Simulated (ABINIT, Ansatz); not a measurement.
## Converging GW for CdH2O2 (P-3m1) in ABINIT

Aim: raise bands and screening cutoff together for CdH2O2 (P-3m1) and follow gap and time.

Main program and level: ABINIT 10.8.3; PBEsol and many-body steps on it, plane waves.

## 1. Set-up

Symmetry: P-3m1, No. 164, trigonal system. The conventional cell has a = 3.516 Å, b = 3.516 Å, c = 4.643 Å, α = 90.00°, β = 90.00°, γ = 120.00°. Cd has 6 O at 2.32 Å nearest. Nearest to H lie 1 O at 0.97 Å. Nearest to O lie 1 H at 0.97 Å and 3 Cd at 2.32 Å. Farther neighbours and most contacts between anions are not listed.

The cell and positions are those that the Materials Project relaxed with its own functionals (PBE, PBE+U or r2SCAN), kept fixed.

## 2. Empty states on the mesh, 3×3×2 mesh, 105 bands

This step: ABINIT 10.8.3; DFT, PBEsol, plane waves, norm-conserving pseudopotentials.

The sums over transitions need many empty states on a uniform mesh; this step solves for them.

File run.abi:

```
acell 3*1.0 Angstrom
rprim 
  3.515525964753 0.000000000011 0.000000000000
  -1.757762982386 3.044534793135 0.000000000000
  0.000000000000 0.000000000000 4.642979290000
ntypat 3
znucl 48 1 8
natom 5
typat 1 2 2 3 3
xred 
  0.000000000000 0.000000000000 0.000000000000
  0.666666666667 0.333333333333 0.550960720000
  0.333333333333 0.666666666667 0.449039280000
  0.666666666667 0.333333333333 0.759372000000
  0.333333333333 0.666666666667 0.240628000000
pp_dirpath "pseudos"
pseudos "Cd.upf, H.upf, O.upf"
ecut 47
ngkpt 3 3 2
nshiftk 1
shiftk 0 0 0
kptopt 1
chksymbreak 0
iscf -2
irdden 1
istwfk *1
nband 105
nbdbuf 8
tolwfr 1e-09
nstep 60
prtvol 0
indata_prefix "in"
outdata_prefix "out"
tmpdata_prefix "tmp"
```

Launch:

```sh
> OMP_NUM_THREADS=1 mpirun -n 4 abinit run.abi > log
```

Numbers of over 12 decimals in the logs are rounded to 6 here.

Output:

```text
.Version 10.8.3 of ABINIT. v10.8.2 released Aug 2026.

 Symmetries : space group P-3 m 1 (#164); Bravais hP (primitive hexag.)
[... echo of the input left out ...]
== DATASET  1 ==================================================================
-   mpi_nproc: 4, omp_nthreads: 1 (-1 if OMP is not activated)

--- !DatasetInfo
iteration_state: {dtset: 1, }
dimensions: {natom: 5, nkpt: 6, mband: 105, nsppol: 1, nspinor: 1, nspden: 1, mpw: 5160, }
cutoff_energies: {ecut:  47.0, pawecutdg:  -1.0, }
[...]
2.61092    2.61092    2.61491    2.63357    2.63357    2.67574    2.67932    2.70924
   2.75071    2.75071    2.77170    2.83069    2.83069    2.83581    2.83581    2.86253
   2.86257
 prteigrs : prtvol=0 or 1, do not print more k-points.

== END DATASET(S) ==============================================================
================================================================================

 -outvars: echo values of variables after computation  --------
            nband         105
             nkpt           6
          spgroup         164
 [... the other variables as echoed above ...]

 Calculation completed.
```

Run time: 37 s. Hardware: 4 MPI ranks of Arm Neoverse V2, shared host; peak memory 0.34 GiB.

Numbers from this step:

| Quantity | Value |
| --- | --- |
| gap | 1.704 eV |
| k of the valence top | 0, 0, 0.5 |
| k of the conduction bottom | 0, 0, 0 |
| least direct gap | 1.983 eV |
| k points computed | 6 |
| lowest point of the top converged band, above the valence top | 71.8089 eV |

On this mesh the gap is 1.704 eV.

The density comes from a self-consistent run that is not shown.

## 3. Screening, 3×3×2 mesh, 27 bands, screening to 62.6 eV

The RPA dielectric matrix is built and inverted for each q.

This step: RPA screening on PBEsol, plane waves, norm-conserving pseudopotentials.

Edit run.abi of step 2 so:

```diff
@@ -23,10 +23,11 @@
 chksymbreak 0
-iscf -2
-irdden 1
 istwfk *1
-nband 105
-nbdbuf 8
-tolwfr 1e-09
-nstep 60
-prtvol 0
+occopt 1
+irdwfk 1
+optdriver 3
+nband 27
+ecuteps 2.3
+inclvkb 2
+awtr 1
+symchi 1
 indata_prefix "in"
```

Output:

```text
.Version 10.8.3 of ABINIT. v10.8.2 released Aug 2026.

 Symmetries : space group P-3 m 1 (#164); Bravais hP (primitive hexag.)
[... echo of the input left out ...]
== DATASET  1 ==================================================================
-   mpi_nproc: 4, omp_nthreads: 1 (-1 if OMP is not activated)

--- !DatasetInfo
iteration_state: {dtset: 1, }
dimensions: {natom: 5, nkpt: 6, mband: 27, nsppol: 1, nspinor: 1, nspden: 1, mpw: 5160, }
cutoff_energies: {ecut:  47.0, pawecutdg:  -1.0, }
electrons: {nelect:   3.40000000E+01, charge:   0.00000000E+00, occopt:   1.00000000E+00, tsmear:   1.00000000E-02, }

 SCREENING: Calculation of the susceptibility and dielectric matrices

 Based on a program developped by R.W. Godby, V. Olevano, G. Onida, and L. Reining.
 Incorporated in ABINIT by V. Olevano, G.-M. Rignanese, and M. Torrent.
.Using double precision arithmetic ; gwpc =  8

[... cell and pseudopotentials left out ...]
--------------------------------------------------------------------------------

 ==== K-mesh for the wavefunctions ====
 Number of points in the irreducible wedge :     6
[... list of points left out ...]
 Together with 12 symmetry operations and time-reversal symmetry
 yields    18 points in the full Brillouin Zone.

 ==== Q-mesh for the screening function ====
 Number of points in the irreducible wedge :     6
[... list of points left out ...]
 Together with 12 symmetry operations and time-reversal symmetry
 yields    18 points in the full Brillouin Zone.

 setmesh: FFT mesh size selected  =    24x   24x   36
          total number of points  =        20736

 vcoul_init : cutoff-mode = AUXILIARY_FUNCTION
 q-points for optical limit:   1
     1)      0.000010    0.000020    0.000030

- screening: taking advantage of time-reversal symmetry
- Maximum band index for partially occupied states nbvw = 17
- Remaining bands to be divided among processors   nbcw = 10
- Number of bands treated by each node ~2

 Number of electrons calculated from density =   34.0000; Expected =   34.0000
 average of density, n =  0.101385
 r_s =    1.3304
 omega_plasma =   30.7145 [eV]

 calculating chi0 at frequencies [eV] :
  1    0.000000E+00    0.000000E+00
  2    0.000000E+00    3.071445E+01

--------------------------------------------------------------------------------
  q-point number  1        q = ( 0.000000, 0.000000, 0.000000) [r.l.u.]
--------------------------------------------------------------------------------
[... chi0 elements left out ...]
 For q-point:  0.000010 0.000020 0.000030
  dielectric constant =   3.7781
  dielectric constant without local fields =   3.8808

  Average fulfillment of the sum rule on Im[epsilon] for q-point    1 :     13.21  [%]
[... wings left out ...]
  q-point number  2        q = ( 0.333333, 0.000000, 0.000000) [r.l.u.]
--------------------------------------------------------------------------------
[... chi0 elements left out ...]
  Average fulfillment of the sum rule on Im[epsilon] for q-point    2 :     17.95  [%]

 [... 4 further q-points ...]
```

The job ended after 3.7 s (4 MPI ranks; peak memory 0.57 GiB; 14 s of CPU time).

This step gave:

- ε∞ with local fields, on this mesh, along the program's q direction: 3.778
- the same without local fields: 3.881
- plasma frequency: 30.71 eV
- plane waves in the screening matrix: 53

Local fields lower ε∞ by 3 %. On a Γ-centred mesh this coarse the value itself is usually too large, while a short band sum pulls it down.

## 4. 27 bands, 62.6 eV

The self-energy is evaluated for the states that the input lists, and the levels follow from it, in one-shot runs by the linearised quasiparticle equation.

This step: G0W0 on PBEsol, plane waves, norm-conserving pseudopotentials.

Edit run.abi of step 3 so:

```diff
@@ -26,8 +26,17 @@
 irdwfk 1
-optdriver 3
+optdriver 4
 nband 27
+gwcalctyp 0
+ecutsigx 47
+symsigma 1
+nkptgw 2
+kptgw 
+  0.0000000000 0.0000000000 0.5000000000
+  0.0000000000 0.0000000000 0.0000000000
+bdgw 
+  16 19
+  16 19
 ecuteps 2.3
-inclvkb 2
-awtr 1
-symchi 1
+irdscr 1
+ppmodel 1
 indata_prefix "in"
```

Output:

```text
.Version 10.8.3 of ABINIT. v10.8.2 released Aug 2026.

 Symmetries : space group P-3 m 1 (#164); Bravais hP (primitive hexag.)
[... echo of the input left out ...]
== DATASET  1 ==================================================================
-   mpi_nproc: 4, omp_nthreads: 1 (-1 if OMP is not activated)

--- !DatasetInfo
iteration_state: {dtset: 1, }
dimensions: {natom: 5, nkpt: 6, mband: 27, nsppol: 1, nspinor: 1, nspden: 1, mpw: 5160, }
cutoff_energies: {ecut:  47.0, pawecutdg:  -1.0, }
electrons: {nelect:   3.40000000E+01, charge:   0.00000000E+00, occopt:   1.00000000E+00, tsmear:   1.00000000E-02, }

 SIGMA: Calculation of the GW corrections

 Based on a program developped by R.W. Godby, V. Olevano, G. Onida, and L. Reining.
 Incorporated in ABINIT by V. Olevano, G.-M. Rignanese, and M. Torrent.
.Using double precision arithmetic ; gwpc =  8

[... cell and pseudopotentials left out ...]
--------------------------------------------------------------------------------

 ==== K-mesh for the wavefunctions ====
 Number of points in the irreducible wedge :     6
[... list of points left out ...]
 Together with 12 symmetry operations and time-reversal symmetry
 yields    18 points in the full Brillouin Zone.

 ==== Q-mesh for screening function ====
 Number of points in the irreducible wedge :     6
[... list of points left out ...]
 Together with 12 symmetry operations and time-reversal symmetry
 yields    18 points in the full Brillouin Zone.

 vcoul_init : cutoff-mode = AUXILIARY_FUNCTION
 q-points for optical limit:   1
     1)      0.000010    0.000020    0.000030
 setmesh: FFT mesh size selected  =    36x   36x   60
          total number of points  =        77760

 Number of electrons calculated from density =   34.0000; Expected =   34.0000
 average of density, n =  0.101385
 r_s =    1.3304
 omega_plasma =   30.7145 [eV]

 === KS Band Gaps ===
  >>>> For spin  1
   Minimum direct gap =   1.9829 [eV], located at k-point      :   0.0000  0.0000  0.0000
   Fundamental gap    =   1.7039 [eV], Top of valence bands at :   0.0000  0.0000  0.5000
                                       Bottom of conduction at :   0.0000  0.0000  0.0000
 SIGMA fundamental parameters:
 PLASMON POLE MODEL  1
 number of plane-waves for SigmaX                 5133
 number of plane-waves for SigmaC and W             53
 number of plane-waves for wavefunctions          5133
 number of bands                                    27
 number of independent spin polarizations            1
 number of spinorial components                      1
 number of k-points in IBZ                           6
 number of q-points in IBZ                           6
 number of symmetry operations                      12
 number of k-points in BZ                           18
 number of q-points in BZ                           18
 number of frequencies for dSigma/dE                 9
 frequency step for dSigma/dE [eV]                0.25
 number of omega for Sigma on real axis              0
 max omega for Sigma on real axis  [eV]           0.00
 zcut for avoiding poles [eV]                     0.10

 EPSILON^-1 parameters (SCR file):
 dimension of the eps^-1 matrix on file             53
 dimension of the eps^-1 matrix used                53
 number of plane-waves for wavefunctions          5133
 number of bands                                    27
 number of q-points in IBZ                           6
 number of frequencies                               2
 number of real frequencies                          1
 number of imag frequencies                          1

 matrix elements of self-energy operator (all in [eV])

 Perturbative Calculation

--- !SelfEnergy_ee
iteration_state: {dtset: 1, }
kpoint     : [   0.000,    0.000,    0.500, ]
spin       : 1
KS_gap     :    4.351
QP_gap     :    6.648
Delta_QP_KS:    2.297
data: !SigmaeeData |
     Band     E0 <VxcDFT>   SigX SigC(E0)      Z dSigC/dE  Sig(E)    E-E0       E
       16   3.042 -21.600 -27.187   4.763   0.781  -0.280 -22.244  -0.644   2.398
       17   3.042 -21.600 -27.187   4.763   0.781  -0.280 -22.244  -0.644   2.398
       18   7.393 -10.891  -6.212  -2.715   0.842  -0.187  -9.237   1.653   9.046
       19   7.401 -15.175 -10.155  -2.380   0.831  -0.203 -12.980   2.195   9.596

--- !SelfEnergy_ee
iteration_state: {dtset: 1, }
kpoint     : [   0.000,    0.000,    0.000, ]
spin       : 1
KS_gap     :    1.983
QP_gap     :    4.256
Delta_QP_KS:    2.274
data: !SigmaeeData |
     Band     E0 <VxcDFT>   SigX SigC(E0)      Z dSigC/dE  Sig(E)    E-E0       E
       16   2.763 -21.231 -26.899   4.767   0.781  -0.281 -21.935  -0.704   2.059
       17   2.763 -21.231 -26.899   4.767   0.781  -0.281 -21.935  -0.704   2.059
       18   4.745 -12.230  -7.885  -2.485   0.844  -0.185 -10.660   1.570   6.315
       19   9.234  -9.581  -4.726  -2.742   0.851  -0.175  -7.783   1.798  11.032

== END DATASET(S) ==============================================================
================================================================================

 -outvars: echo values of variables after computation  --------
           etotal      0.0000000000E+00
            nband          27
             nkpt           6
          spgroup         164
 [... the other variables as echoed above ...]

 Calculation completed.
```

Run time: 2.5 s. Hardware: 4 MPI ranks; peak memory 0.15 GiB.

Numbers from this step:

- G0W0 gap on the points computed: 3.917 eV
- starting gap on the mesh: 1.704 eV
- k of the valence top: 0, 0, 0.5
- k of the conduction bottom: 0, 0, 0
- Z at the valence top: 0.781
- Z at the conduction bottom: 0.844
- least direct G0W0 gap on the computed points: 4.256 eV

The gap on the mesh goes from 1.70 eV to 3.92 eV, a correction of +2.21 eV.

## 5. Screening, 3×3×2 mesh, 49 bands, screening to 114.3 eV

This step: RPA screening on PBEsol, plane waves, norm-conserving pseudopotentials.

Edit run.abi of step 4 so:

```diff
@@ -26,17 +26,8 @@
 irdwfk 1
-optdriver 4
-nband 27
-gwcalctyp 0
-ecutsigx 47
-symsigma 1
-nkptgw 2
-kptgw 
-  0.0000000000 0.0000000000 0.5000000000
-  0.0000000000 0.0000000000 0.0000000000
-bdgw 
-  16 19
-  16 19
-ecuteps 2.3
-irdscr 1
-ppmodel 1
+optdriver 3
+nband 49
+ecuteps 4.2
+inclvkb 2
+awtr 1
+symchi 1
 indata_prefix "in"
```

Output:

```text
.Version 10.8.3 of ABINIT. v10.8.2 released Aug 2026.

 Symmetries : space group P-3 m 1 (#164); Bravais hP (primitive hexag.)
[... echo of the input left out ...]
== DATASET  1 ==================================================================
-   mpi_nproc: 4, omp_nthreads: 1 (-1 if OMP is not activated)

--- !DatasetInfo
iteration_state: {dtset: 1, }
dimensions: {natom: 5, nkpt: 6, mband: 49, nsppol: 1, nspinor: 1, nspden: 1, mpw: 5160, }
cutoff_energies: {ecut:  47.0, pawecutdg:  -1.0, }
electrons: {nelect:   3.40000000E+01, charge:   0.00000000E+00, occopt:   1.00000000E+00, tsmear:   1.00000000E-02, }

 SCREENING: Calculation of the susceptibility and dielectric matrices

 Based on a program developped by R.W. Godby, V. Olevano, G. Onida, and L. Reining.
 Incorporated in ABINIT by V. Olevano, G.-M. Rignanese, and M. Torrent.
.Using double precision arithmetic ; gwpc =  8

[... cell and pseudopotentials left out ...]
--------------------------------------------------------------------------------

 ==== K-mesh for the wavefunctions ====
 Number of points in the irreducible wedge :     6
[... list of points left out ...]
 Together with 12 symmetry operations and time-reversal symmetry
 yields    18 points in the full Brillouin Zone.

 ==== Q-mesh for the screening function ====
 Number of points in the irreducible wedge :     6
[... list of points left out ...]
 Together with 12 symmetry operations and time-reversal symmetry
 yields    18 points in the full Brillouin Zone.

 setmesh: FFT mesh size selected  =    24x   24x   36
          total number of points  =        20736

 vcoul_init : cutoff-mode = AUXILIARY_FUNCTION
 q-points for optical limit:   1
     1)      0.000010    0.000020    0.000030

- screening: taking advantage of time-reversal symmetry
- Maximum band index for partially occupied states nbvw = 17
- Remaining bands to be divided among processors   nbcw = 32
- Number of bands treated by each node ~8

 Number of electrons calculated from density =   34.0000; Expected =   34.0000
 average of density, n =  0.101385
 r_s =    1.3304
 omega_plasma =   30.7145 [eV]

 calculating chi0 at frequencies [eV] :
  1    0.000000E+00    0.000000E+00
  2    0.000000E+00    3.071445E+01

--------------------------------------------------------------------------------
  q-point number  1        q = ( 0.000000, 0.000000, 0.000000) [r.l.u.]
--------------------------------------------------------------------------------
[... chi0 elements left out ...]
 For q-point:  0.000010 0.000020 0.000030
  dielectric constant =   3.9088
  dielectric constant without local fields =   4.1180

  Average fulfillment of the sum rule on Im[epsilon] for q-point    1 :     31.93  [%]
[... wings left out ...]
  q-point number  2        q = ( 0.333333, 0.000000, 0.000000) [r.l.u.]
--------------------------------------------------------------------------------
[... chi0 elements left out ...]
  Average fulfillment of the sum rule on Im[epsilon] for q-point    2 :     40.91  [%]

 [... 4 further q-points ...]
```

Elapsed: 6.3 s, on 4 MPI ranks; peak memory 0.65 GiB; 25 s of CPU time.

This step gave:

- ε∞ with local fields, on this mesh, along the program's q direction: 3.909
- the same without local fields: 4.118
- plasma frequency: 30.71 eV
- plane waves in the screening matrix: 135

(Part 1 of 2 ends here.)

[Paths, hosts, dates, memory and timing lines, banners, echoed tables and standing remarks are left out of the program output.]

[Logs are printed without paths, hosts, clocks, repeated set-up lines and the standing remarks that a program may print on its own settings, such as how far it seeks lower states.]

[Runs of the session that timed out or met a known fault of the program may be left out.]

[No measured gap is set beside runs whose start may be inverted or whose files or cutoffs have a known fault.]

[Hosts, paths, dates, database ids (printed as entryN), source tags and the programs' standing remarks are cut or masked in the printed files.]

[G0W0 gaps are taken among the corrected bands and points alone; a level outside them can change the order at an edge.]

[Where Ansatz stands beside ABINIT at settings called matched, ABINIT's density can come from a denser mesh and the files from another edition; pairs whose starting gaps differed by over 0.03 eV were left out, so agreement reads better than it is.]
